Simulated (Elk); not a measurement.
**Magnetic state of AlNi3 from several starts**

Wanted: the moments of AlNi3 and the energy of each order that was tried.

Program: Elk 11.2.3 (patched build). Level of theory: PBE; all-electron APW+lo, Dirac cores, scalar-relativistic bands. Results are calculated unless marked as measured.

## Step 1: Starting point

The structure is cubic, space group Pm-3m (No. 221). Conventional cell: a = 3.523 Å, b = 3.523 Å, c = 3.523 Å, α = 90.00°, β = 90.00°, γ = 90.00°. Nearest to Al lie 12 Ni at 2.49 Å. Ni has 4 Al at 2.49 Å and 8 Ni at 2.49 Å nearest. Farther neighbours are not listed.

Structure file:

```cif
data_structure
_symmetry_space_group_name_H-M 'Pm-3m'
_symmetry_Int_Tables_number 221
_cell_length_a 3.5231
_cell_length_b 3.5231
_cell_length_c 3.5231
_cell_angle_alpha 90.000
_cell_angle_beta 90.000
_cell_angle_gamma 90.000
_cell_volume 43.73
loop_
_atom_site_label
_atom_site_type_symbol
_atom_site_symmetry_multiplicity
_atom_site_Wyckoff_symbol
_atom_site_fract_x
_atom_site_fract_y
_atom_site_fract_z
_atom_site_occupancy
Al1 Al 1 a 0.00000 0.00000 0.00000 1
Ni1 Ni 3 c 0.00000 0.50000 0.50000 1
```

The cell comes from a database of computed structures and need not be the stable phase.

## Step 2: Start 1: ferro +++

Parallel moments need no larger cell; this start tests for a ferromagnetic state only.

Moments are seeded by fields in the spheres (the last three columns under atoms), set against the wanted direction and reduced each loop.

elk.in

```
tasks
  0
  33
  73

xctype
  20

rgkmax
  7.0

nempty
  8

swidth
  0.001837

reducebf
  0.5

epsengy
  1e-05

maxscl
  100

lmaxi
  3

spinpol
  .true.

sppath
  './'

avec
  6.65760855553 0.00000000000 0.00000000000
  0.00000000000 6.65760855553 0.00000000000
  0.00000000000 0.00000000000 6.65760855553

atoms
  2
  'Al.in'
  1
  0.0000000000 0.0000000000 0.0000000000   0.000000 0.000000 0.000000
  'Ni.in'
  3
  0.0000000000 0.5000000000 0.5000000000   0.000000 0.000000 -0.050000
  0.5000000000 0.0000000000 0.5000000000   0.000000 0.000000 -0.050000
  0.5000000000 0.5000000000 0.0000000000   0.000000 0.000000 -0.050000

ngridk
  10 10 10

plot3d
  0 0 0
  1 0 0
  0 1 0
  0 0 1
  18 18 18
```

Command:

```console
> OMP_NUM_THREADS=4 elk
```

Numbers of over 12 decimals in the logs are rounded to 6 here.

What it wrote:

```text
Warning(init1): few empty states an atom for a second variation :    8.000000000
 they are its basis, with spin, DFT+U, afieldc (12 by default), in Hartree-Fock and RDMFT; 30 and more for pressures
Warning(gndstate): core states of species 1 leak from the muffin-tin :   0.4846558921E-03
Warning(gndstate): core states of species 2 leak from the muffin-tin :   0.4138237098E-03

--- INFO.OUT ---
┌─────────────────────────┐
│ Elk code version 11.2.3 │
└─────────────────────────┘

All units are atomic (Hartree, Bohr, etc.)

┌─────────────────────────────────────────────────┐
│ Ground-state run starting from atomic densities │
└─────────────────────────────────────────────────┘

Lattice vectors :
   6.657608556       0.000000000       0.000000000
   0.000000000       6.657608556       0.000000000
   0.000000000       0.000000000       6.657608556

Reciprocal lattice vectors :
  0.9437600987       0.000000000       0.000000000
   0.000000000      0.9437600987       0.000000000
   0.000000000       0.000000000      0.9437600987

Unit cell volume      :    295.0901884
Brillouin zone volume :   0.8405911928

Muffin-tin inner radius fraction :   0.1000000000E-01

Nuclei treated as point charges

Species : 1 (Al)
 parameters loaded from : Al.in
 name : aluminium
 nuclear charge    :   -13.00000000
 electronic charge :    13.00000000
 atomic mass :    49184.33496
 muffin-tin radius :    2.200000000
 number of radial points in muffin-tin :    793
 inner part over the whole radius :   0.9821194981E-02
 number on inner part of muffin-tin    :    552
 approximate nuclear radius :   0.5839653600E-04
 number of mesh points to nuclear radius :    244
 atomic positions (lattice), magnetic fields (Cartesian) :
  1 :   0.00000000  0.00000000  0.00000000    0.00000000  0.00000000  0.00000000

Species : 2 (Ni)
 parameters loaded from : Ni.in
 name : nickel
 nuclear charge    :   -28.00000000
 electronic charge :    28.00000000
 atomic mass :    106991.5231
 muffin-tin radius :    2.328820078
 number of radial points in muffin-tin :    993
 inner part over the whole radius :   0.9875947638E-02
 number on inner part of muffin-tin    :    700
 approximate nuclear radius :   0.7325707712E-04
 number of mesh points to nuclear radius :    335
 atomic positions (lattice), magnetic fields (Cartesian) :
  1 :   0.00000000  0.50000000  0.50000000    0.00000000  0.00000000 -0.05000000
  2 :   0.50000000  0.00000000  0.50000000    0.00000000  0.00000000 -0.05000000
  3 :   0.50000000  0.50000000  0.00000000    0.00000000  0.00000000 -0.05000000

Total number of atoms per unit cell :    4
Total muffin-tin volume :    203.3171288
 ratio of muffin-tin to unit cell volume :   0.6889999626

Spin treatment :
 spin-polarised
 global magnetic field (Cartesian) :    0.000000000       0.000000000       0.000000000
 collinear magnetisation in z-direction

Number of Bravais lattice symmetries :   48
Number of crystal symmetries         :   48
Crystal has inversion symmetry
Real symmetric eigensolver will be used

k-point grid :     10    10    10
k-point offset :    0.000000000       0.000000000       0.000000000
k-point set is reduced with full crystal symmetry group
Total number of k-points :       56

Muffin-tin radius times maximum |G+k| :    7.000000000
 using average radius
Maximum |G+k| for APW functions       :    3.047963991
Maximum (1/2)|G+k|²                   :    4.645042246
Maximum |G| for potential and density :    12.00000000
Constant for pseudocharge density :    7
 order of it for each species :   14  14
 order of it for pair densities of each species (exact exchange by exxq0 0: 14) :    9  10
Radial integration step length :    1

G-vector grid sizes :     27    27    27
Number of G-vectors :     8601

Maximum angular momentum used for
 APW functions            :    8
 outer part of muffin-tin :    6
 inner part of muffin-tin :    3

Total nuclear charge    :   -97.00000000
Total core charge       :    40.00000000
Total valence charge    :    57.00000000
Total excess charge     :    0.000000000
Total electronic charge :    97.00000000

Effective Wigner radius, rₛ :   0.8988725997

Number of empty states         :     32
Total number of valence states :    122
Total number of core states    :     40

Third-order local-orbitals added for an l without core states : T
Total number of local-orbitals :     76

Exchange-correlation functional :     20     0     0
 Perdew-Burke-Ernzerhof, Phys. Rev. Lett. 77, 3865 (1996)
 gradient requirement :    1
 generalised gradient approximation (GGA)

Smearing type :    3
 Fermi-Dirac
Smearing width :   0.1837000000E-02
Effective electronic temperature (K) :    580.0787206

Mixing type :    3
 Broyden mixing, J. Phys. A: Math. Gen. 17, L317 (1984)

Kohn-Sham potential initialised from atomic data

┌──────────────────────────────┐
│ Self-consistent loop started │
└──────────────────────────────┘

┌─────────────────┐
│ Loop number : 1 │
└─────────────────┘

Energies :
 Fermi                       :     0.220050
 sum of occupied eigenvalues :     -2757.3713813881
 electron kinetic            :      4877.5453291385
 core electron kinetic       :      4340.5567120718
 Coulomb                     :     -9473.8328625071
 Coulomb potential           :     -7353.9929433277
 nuclear-nuclear             :     -838.53197100836
 electron-nuclear            :     -9948.1635642157
 Hartree                     :      1312.8626727170
 Madelung                    :     -5796.8363908432
 xc potential                :     -280.73176015407
 xc effective B-field        :    -0.75725250751296E-01
 external B-field            :      0.000000
 exchange                    :     -204.96233676713
 correlation                 :     -4.551102
 electron entropic           :    -0.13668199229477E-02
 total energy                :     -4805.8023389629
 (external B-field energy excluded from total)

Density of states at Fermi energy :    126.5397541
 (states/Hartree/unit cell)

Estimated indirect band gap :   0.2066372257E-03
 from k-point 9 to k-point 23
Estimated direct band gap   :   0.1624978827E-02
 at k-point 34

Charges :
 core                        :    40.00000000
 valence                     :    57.00000000
 interstitial                :    3.631069203
 muffin-tins (core leakage)
  species : 1 (Al)
   atom 1                    :    11.37774969     (  0.5161991732E-03)
  species : 2 (Ni)
   atom 1                    :    27.33039370     (  0.4140243280E-03)
   atom 2                    :    27.33039370     (  0.4140243280E-03)
   atom 3                    :    27.33039370     (  0.4140243280E-03)
 total in muffin-tins        :    93.36893080
 total calculated charge     :    96.99741279
 total charge                :    97.00000000
 error                       :   0.2587208193E-02

Moments :
 interstitial                :  -0.1984645357
 muffin-tins
  species : 1 (Al)
   atom 1                    :  -0.7928853316E-01
  species : 2 (Ni)
   atom 1                    :   0.9761785920
   atom 2                    :   0.9761785920
   atom 3                    :   0.9761785920
 total in muffin-tins        :    2.849247243
 total moment                :    2.650782707

┌─────────────────┐
│ Loop number : 2 │
└─────────────────┘

Energies :
 Fermi                       :     0.220792
 sum of occupied eigenvalues :     -2757.2889407707
 electron kinetic            :      4871.4577779304
 core electron kinetic       :      4337.7989742455
 Coulomb                     :     -9473.8802117506
 Coulomb potential           :     -7353.9597036837
 nuclear-nuclear             :     -838.53197100836
 electron-nuclear            :     -9948.2923186984
 Hartree                     :      1312.9440779562
 Madelung                    :     -5796.9003599087
 xc potential                :     -274.66543152696
 xc effective B-field        :    -0.75165948080763E-01
 external B-field            :      0.000000
 exchange                    :     -204.96692352472
 correlation                 :     -4.551121
 electron entropic           :    -0.13662977016063E-02
 total energy                :     -4811.9418444575
 (external B-field energy excluded from total)

Density of states at Fermi energy :    126.5654999
 (states/Hartree/unit cell)

Estimated indirect band gap :   0.1847044792E-03
 from k-point 9 to k-point 23
Estimated direct band gap   :   0.2110073275E-02
 at k-point 34

Charges :
 core                        :    40.00000000
 valence                     :    57.00000000
 interstitial                :    3.629353340
 muffin-tins (core leakage)
  species : 1 (Al)
   atom 1                    :    11.37772138     (  0.5158309799E-03)
  species : 2 (Ni)
   atom 1                    :    27.33097509     (  0.4139500452E-03)
   atom 2                    :    27.33097509     (  0.4139500452E-03)
   atom 3                    :    27.33097509     (  0.4139500452E-03)
 total in muffin-tins        :    93.37064666
 total calculated charge     :    96.99741420
 total charge                :    97.00000000
 error                       :   0.2585802140E-02

Moments :
 interstitial                :  -0.1984558528
 muffin-tins
  species : 1 (Al)
   atom 1                    :  -0.7930900128E-01
  species : 2 (Ni)
   atom 1                    :   0.9719625704
   atom 2                    :   0.9719625704
   atom 3                    :   0.9719625704
 total in muffin-tins        :    2.836578710
 total moment                :    2.638122857

RMS change in Kohn-Sham potential (target) :    5.596659018     (  0.1000000000E-05)
Absolute change in total energy (target)   :    6.139505495     (  0.1000000000E-04)

[... loops 3 to 16 left out ...]

┌──────────────────┐
│ Loop number : 17 │
└──────────────────┘

Energies :
 Fermi                       :     0.308777
 sum of occupied eigenvalues :     -2746.4715208119
 electron kinetic            :      4878.8293753259
 core electron kinetic       :      4340.6292521466
 Coulomb                     :     -9474.6141912716
 Coulomb potential           :     -7353.1756229151
 nuclear-nuclear             :     -838.53197100836
 electron-nuclear            :     -9950.6278696566
 Hartree                     :      1314.5456493933
 Madelung                    :     -5798.0263798141
 xc potential                :     -272.11934992196
 xc effective B-field        :    -0.59235475318627E-02
 external B-field            :      0.000000
 exchange                    :     -205.03236404337
 correlation                 :     -4.552840
 electron entropic           :    -0.10248624112877E-02
 total energy                :     -4805.3710452434
 (external B-field energy excluded from total)

Density of states at Fermi energy :    91.24144439
 (states/Hartree/unit cell)

Estimated indirect band gap :   0.6720295669E-03
 from k-point 28 to k-point 1
Estimated direct band gap   :   0.1528342955E-02
 at k-point 31

Charges :
 core                        :    40.00000000
 valence                     :    57.00000000
 interstitial                :    3.563030719
 muffin-tins (core leakage)
  species : 1 (Al)
   atom 1                    :    11.41377777     (  0.4846559685E-03)
  species : 2 (Ni)
   atom 1                    :    27.34106384     (  0.4138236406E-03)
   atom 2                    :    27.34106384     (  0.4138236406E-03)
   atom 3                    :    27.34106384     (  0.4138236406E-03)
 total in muffin-tins        :    93.43696928
 total calculated charge     :    96.99749550
 total charge                :    97.00000000
 error                       :   0.2504495302E-02

Moments :
 interstitial                :  -0.4241869335E-01
 muffin-tins
  species : 1 (Al)
   atom 1                    :  -0.1712296113E-01
  species : 2 (Ni)
   atom 1                    :   0.2511385930
   atom 2                    :   0.2511385930
   atom 3                    :   0.2511385930
 total in muffin-tins        :   0.7362928180
 total moment                :   0.6938741246

RMS change in Kohn-Sham potential (target) :   0.4045823227E-06 (  0.1000000000E-05)
Absolute change in total energy (target)   :   0.9352089364E-05 (  0.1000000000E-04)

Convergence targets achieved

┌──────────────────┐
│ Loop number : 18 │
└──────────────────┘

Energies :
 Fermi                       :     0.308777
 sum of occupied eigenvalues :     -2746.4715099613
 electron kinetic            :      4878.8293580158
 core electron kinetic       :      4340.6292594332
 Coulomb                     :     -9474.6141610504
 Coulomb potential           :     -7353.1756349704
 nuclear-nuclear             :     -838.53197100836
 electron-nuclear            :     -9950.6277978527
 Hartree                     :      1314.5456078106
 Madelung                    :     -5798.0263435652
 xc potential                :     -272.11930977113
 xc effective B-field        :    -0.59231017963881E-02
 external B-field            :      0.000000
 exchange                    :     -205.03236132013
 correlation                 :     -4.552840
 electron entropic           :    -0.10249010066523E-02
 total energy                :     -4805.3710296631
 (external B-field energy excluded from total)

Density of states at Fermi energy :    91.24522269
 (states/Hartree/unit cell)

Estimated indirect band gap :   0.6721490967E-03
 from k-point 28 to k-point 1
Estimated direct band gap   :   0.1528666429E-02
 at k-point 31

Charges :
 core                        :    40.00000000
 valence                     :    57.00000000
 interstitial                :    3.563031270
 muffin-tins (core leakage)
  species : 1 (Al)
   atom 1                    :    11.41377795     (  0.4846558921E-03)
  species : 2 (Ni)
   atom 1                    :    27.34106359     (  0.4138237098E-03)
   atom 2                    :    27.34106359     (  0.4138237098E-03)
   atom 3                    :    27.34106359     (  0.4138237098E-03)
 total in muffin-tins        :    93.43696873
 total calculated charge     :    96.99749550
 total charge                :    97.00000000
 error                       :   0.2504495551E-02

Moments :
 interstitial                :  -0.4241460472E-01
 muffin-tins
  species : 1 (Al)
   atom 1                    :  -0.1712162171E-01
  species : 2 (Ni)
   atom 1                    :   0.2511314635
   atom 2                    :   0.2511314635
   atom 3                    :   0.2511314635
 total in muffin-tins        :   0.7362727687
 total moment                :   0.6938581640

┌──────────────────────────────┐
│ Self-consistent loop stopped │
└──────────────────────────────┘

Warning : core states of species 1 leak from the muffin-tin :   0.4846558921E-03

Warning : core states of species 2 leak from the muffin-tin :   0.4138237098E-03

Wrote STATE.OUT
```

Wall time 2.5 min (4 threads of Arm Neoverse V2, shared host); peak memory 0.44 GiB; 9.7 min of CPU time.

Spin moment in the muffin-tin sphere by atom:

```tsv
atom	spin moment in the muffin-tin sphere (μB)
Al1	-0.017
Ni2	0.251
Ni3	0.251
Ni4	0.251
```

This step gave:

```
density of states at the Fermi level : 3.353 states/eV/cell
moment between the spheres           : -0.04242 μB
magnetization                        : 0.6939 μB
final state                          : ferromagnetic
```

After 18 cycles the largest moment stands at 0.251 μB.

[end of part 1 of 2]

[Logs and program files are shortened in this print: banners, set-up blocks, solver, clock and traceback lines can be left out without a mark of their own.]

[Logs are printed without paths, hosts, clocks, repeated set-up lines and the standing remarks that a program may print on its own settings, such as how far it seeks lower states.]

[Hosts, paths, dates, database ids (printed as entryN), source tags and the programs' standing remarks are cut or masked in the printed files.]

[Where a cell is said to come from a database of computed structures, the database is the Materials Project.]
